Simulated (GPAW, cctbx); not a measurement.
# Bonding in Rb2CuAgI6 as X-rays see it

Question: by how much does bonding change the X-ray structure factors of Rb2CuAgI6, how firmly does DFT give the change, and what does a routine refinement make of it?

The start was made by putting kin elements into a known structure type; the compound need not exist, or be stable, in this form. All numbers below are calculated.

## Step 1: Find the equilibrium geometry

The density hangs on the geometry, so cell and atoms are relaxed first, with the symmetry held. The cutoff is set higher than for the density because stress converges slowly with plane waves.

Settings: GPAW 26.7.0, PBE, 570 eV, 2×2×2 k-points, Fermi–Dirac width 0.05 eV, BFGS to 0.03 eV/Å.

```text
cell
1.0
     0.000000000    5.685500000    5.685500000
     5.685500000    0.000000000    5.685500000
     5.685500000    5.685500000    0.000000000
I Ag Rb Cu
6 1 2 1
Direct
0.779900000 0.779900000 0.220100000
0.220100000 0.220100000 0.779900000
0.779900000 0.220100000 0.779900000
0.220100000 0.779900000 0.779900000
0.220100000 0.779900000 0.220100000
0.779900000 0.220100000 0.220100000
0.500000000 0.500000000 0.500000000
0.750000000 0.750000000 0.750000000
0.250000000 0.250000000 0.250000000
0.000000000 0.000000000 0.000000000
```

```console
$ OMP_NUM_THREADS=1 mpirun -n 4 gpaw python run.py > gpaw.log
```

```text
BFGS:    0      -21.829989        2.732677
BFGS:    1      -22.437300        2.161915
BFGS:    2      -23.656561        0.584445
BFGS:    3      -23.783246        0.156679
...
BFGS:    8      -23.799401        0.047506
BFGS:    9      -23.800606        0.032649
BFGS:   10      -23.801079        0.009229
cell  8.1536 8.1536 8.1536  60.00 60.00 60.00
volume 383.293 A^3, largest force 0.009 eV/A, largest stress 0.01 GPa
```

After 10 steps the volume has changed by +4.3 % and the energy by -1.971 eV; the largest stress left is 0.01 GPa. It took 2.6 min on 4 cores of Arm Neoverse V2 (shared host), peak memory 1.3 GiB.

Relaxed structure: Fm-3m (no. 225), a = 11.5309 Å, b = 11.5309 Å, c = 11.5309 Å, α = 90.00°, β = 90.00°, γ = 90.00°.

| atom | mult. | x | y | z |
| --- | --- | --- | --- | --- |
| I1 | 24 | 0 | 0 | 0.7568 |
| Ag1 | 4 | 1/2 | 0 | 0 |
| Rb1 | 8 | 1/4 | 1/4 | 3/4 |
| Cu1 | 4 | 0 | 0 | 0 |

## Step 2: The all-electron density

X-rays see the whole electron density, so the PAW density is rebuilt with its core regions. Subtracting spherical free atoms from the same code cancels the cores and leaves the deformation density Δρ, the part due to bonding.

Settings: PBE, 450 eV, 3×3×3 k-points, Fermi–Dirac width 0.05 eV; primitive cell of 10 atoms.

```console
$ OMP_NUM_THREADS=1 mpirun -n 4 gpaw python run.py > gpaw.log
```

```text
|iter:   1|       0s |  -26.549645 | -0.28 |       |
|iter:   2|       1s |  -24.707052 | -1.41 | -1.23 |
|iter:   3|       2s |  -24.054407 | -1.99 | -1.38 |
...
|iter:  10|       9s |  -23.726329c| -6.40 | -3.61 |
|iter:  11|      10s |  -23.726327c| -7.24 | -4.31c|
|iter:  12|      11s |  -23.726329c| -7.89c| -4.67c|
```

```text
grid (80, 80, 80)  electrons 468.000  moved by bonding 1.383 e
deformation density beyond 0.5 A of the nuclei: max 0.046, min -0.263 e/A^3
atom        x       y       z   Voronoi charge  moment
I 1    0.7568  0.7568  0.2432     -0.131       0.00
I 2    0.2432  0.2432  0.7568     -0.131       0.00
I 3    0.7568  0.2432  0.7568     -0.131       0.00
I 4    0.2432  0.7568  0.7568     -0.131       0.00
I 5    0.2432  0.7568  0.2432     -0.131       0.00
I 6    0.7568  0.2432  0.2432     -0.131       0.00
Ag7    0.5000  0.5000  0.5000      0.187       0.00
Rb8    0.7500  0.7500  0.7500      0.224       0.00
Rb9    0.2500  0.2500  0.2500      0.224       0.00
Cu10   0.0000  0.0000  0.0000      0.150       0.00
mean inner potential of superposed free atoms 12.714 V
total magnetic moment 0.000 muB
```

Deformation density in a plane through the shortest contact of the I atom at the origin, in 0.01 e/Å³ (clipped at ±99); x from -1.6 to 4.4 Å, y from 2.4 down to -2.4 Å:

```text
  1   0   0   0   0   0   0   1   1   1  -1  -3  -1   1   1   1
  0   0   0   0   0   0   0   0   0   0  -3  -4  -3   0   0   0
  0   0   0   1   1   1   0   0   0   1   1   2   1   1   0   0
  0   0   1   2   2   1   0   0   0   1   2   2   2   1   0   0
  1   0   0   1   3   1   0   1   1   0  -3  -6  -3  -1   1   1
  1   0  -3  -1   .  -1  -3   1   2  -3  -5   .  -5  -3   2   1
  2   0  -5   .   .   .  -4   2   2  -6   .   .   .  -6   2   2
  1   0  -3  -1   .  -1  -3   1   2  -3  -5   .  -5  -3   2   1
  1   0   0   1   3   1   0   1   1  -1  -3  -6  -3   0   1   1
  0   0   1   2   2   1   0   0   0   1   2   2   2   1   0   0
  0   0   0   1   1   1   0   0   0   1   1   2   1   1   0   0
  0   0   0   0   0   0   0   0   0   0  -3  -4  -3   0   0   0
  1   0   0   0   0   0   0   1   1   1  -1  -3  -1   1   1   1
```

Atoms in or within 0.15 Å of the plane: I (0.0, 0.0), Cu (2.8, 0.0) Å. Dots mark points within about 0.45 Å of a nucleus; large values next to them are atomic features.

I gains most (-0.13 e) and Rb loses most (+0.22 e), as electronegativity suggests. Such charges fall far short of formal ones, since overlapping free atoms already put density on their neighbours. Along the shortest contact from the I atom at the map's origin, I–Cu at 2.80 Å, Δρ is +0.03 e/Å³ at the midpoint: little piles up between the atoms. At the midpoints of other shortest contacts it is +0.02 (I–Ag, 2.96 Å) e/Å³. Point values carry grid noise of about 0.01 e/Å³. The run needed 12 iterations, 21 s.

## Step 3: Structure factors

The Fourier components of Δρ, added to those of the free atoms, give the static X-ray structure factors; the Mott–Bethe relation turns them into the Fourier components V of the potential that fast electrons feel.

```text
static structure factors of the conventional cell: F in electrons, V (Mott-Bethe) in volts
   h  k  l      d  |F| table  |F| free   |F| DFT   change   |V| free  |V| DFT  change %
   1  1  1  6.6574    17.052    17.154    17.051   -0.103     0.026    0.040     52.3
   0  2  0  5.7655   414.079   413.730   413.590   -0.140     1.971    1.985      0.7
   0  2  2  4.0768   161.526   161.156   158.958   -2.199     0.893    1.002     12.2
   1  3  1  3.4767    79.497    79.668    79.789    0.121     0.376    0.372     -1.2
   2  2  2  3.3287  1079.899  1081.092  1083.134    2.042     5.903    5.836     -1.1
   0  4  0  2.8827  1554.853  1554.793  1554.095   -0.697     7.725    7.743      0.2
   1  3  3  2.6454   133.272   133.584   133.825    0.241     0.612    0.606     -0.8
   0  4  2  2.5784   350.035   349.374   348.538   -0.836     1.549    1.566      1.1
   2  4  2  2.3537   137.462   136.359   136.789    0.430     0.605    0.598     -1.2
   3  3  3  2.2191   181.914   182.373   182.664    0.292     0.783    0.779     -0.5
   1  5  1  2.2191    41.444    41.142    40.916   -0.226     0.202    0.205      1.7
   0  4  4  2.0384  1389.032  1388.784  1387.221   -1.563     5.847    5.867      0.3
   1  5  3  1.9491    13.648    14.052    14.323    0.271     0.044    0.040     -7.1
   0  6  0  1.9218   330.285   329.515   327.259   -2.256     1.286    1.311      1.9
```

The largest X-ray change is -2.26 e on 060, 0.7 % of |F|. For electrons V goes as (Z − F)/g², so a change of F counts against Z − F, which is small at low angle and wherever the atoms' terms cancel: |V| of 022 moves by +12.2 % (0.89 to 1.00 V) against -1.4 % in |F|. The last three rows still change by up to 2.26 e; the table stops while the angles are still low. The tabulated Hartree–Fock atoms differ from the free DFT atoms by up to 1.19 e, so the choice of reference atom matters too.

## Step 4: Which functional?

The same geometry is run with other functionals, to see whether the bonding signal is larger than the spread between approximations. Free atoms are LDA for LDA and PBE otherwise; meta-GGAs and hybrids keep PBE cores. Any other changed setting is in the row's label.

| run | ΔF 022 (e) | ΔF 222 (e) | ΔF 044 (e) | q(I) (e) | moved (e) | time |
| --- | --- | --- | --- | --- | --- | --- |
| PBE | -2.199 | +2.042 | -1.563 | -0.131 | 1.383 | 21 s |
| LDA | -2.075 | +1.626 | -1.530 | -0.118 | 1.283 | 18 s |
| r2SCAN | -2.318 | +2.025 | -1.687 | -0.152 | 1.534 | 40 s |

At the base's settings ΔF(022) spans -2.318 to -2.075 e, a spread of 11 % of the PBE value; over the three listed reflections the spread is at most 20 %, so sign and size hold across the functionals. Times are from shared hosts.

## Step 5: Refining ordinary atoms against data with bonding

Routine crystallography fits spherical atoms. To see the bias, intensities are simulated from tabulated atoms plus the DFT change ΔF, so that bonding alone can misfit (25100 reflections of the full sphere, merged to the counts below, to 0.4 Å, 0.5 % proportional noise plus counting noise, assumed isotropic U as listed, Δρ smeared by the mean U) and refined with cctbx over different ranges.

```
                    range  data      R1  GooF  U I1 (true 0.0063)  U Ag1 (true 0.0066)  U Rb1 (true 0.0072)  U Cu1 (true 0.0079)  largest shift (Å)  Δρ max, min (e/Å³)
                 all data   692  0.0038  1.02              0.0063               0.0066               0.0072               0.0079             0.0000         0.28, -0.40
 low resolution, d > 0.84    98  0.0025  1.10              0.0062               0.0065               0.0072               0.0078             0.0001         0.13, -0.16
     high order, d < 0.75   561  0.0045  1.01              0.0063               0.0066               0.0072               0.0079             0.0000         0.32, -0.33
occupancies free, d > 0.7   155  0.0027  1.06              0.0063               0.0066               0.0072               0.0077             0.0000         0.12, -0.18
```

With all data GooF is 1.02, so at this noise the bonding hardly shows; the top residual peak lies 0.41 Å from I and 2.39 Å from Cu. No U is off by more than 3 s.u. at low resolution. With I1 held at 1 and the scale free, the other occupancies refine to Ag1 1.001(0.001), Rb1 1.000(0.001) and Cu1 0.997(0.002), within three s.u. of full.

## Step 6: Answer

Bonding moves 1.38 e in the primitive cell of Rb2CuAgI6 and changes the structure factors of the conventional cell in the table above by at most 2.26 e (060, 0.7 %), and among reflections above 2 % of the strongest by up to 1.4 % (022). The shortest bond, I–Cu, has Δρ = +0.03 e/Å³ at its midpoint. At the base's settings ΔF(022) spans -2.318 to -2.075 e, a spread of 11 % of the PBE value; over the three listed reflections the spread is at most 20 %, so sign and size hold across the functionals. With all data GooF is 1.02, so at this noise the bonding hardly shows. Limits: static density, frozen cores, no spin–orbit coupling.

[Outputs are excerpts: Python notices, other lines and further rows are left out; steps that failed or that the build refused (PBEsol, TPSS) are not shown.]

[Logs are printed without paths, hosts, clocks, repeated set-up lines and the standing remarks that a program may print on its own settings, such as how far it seeks lower states.]
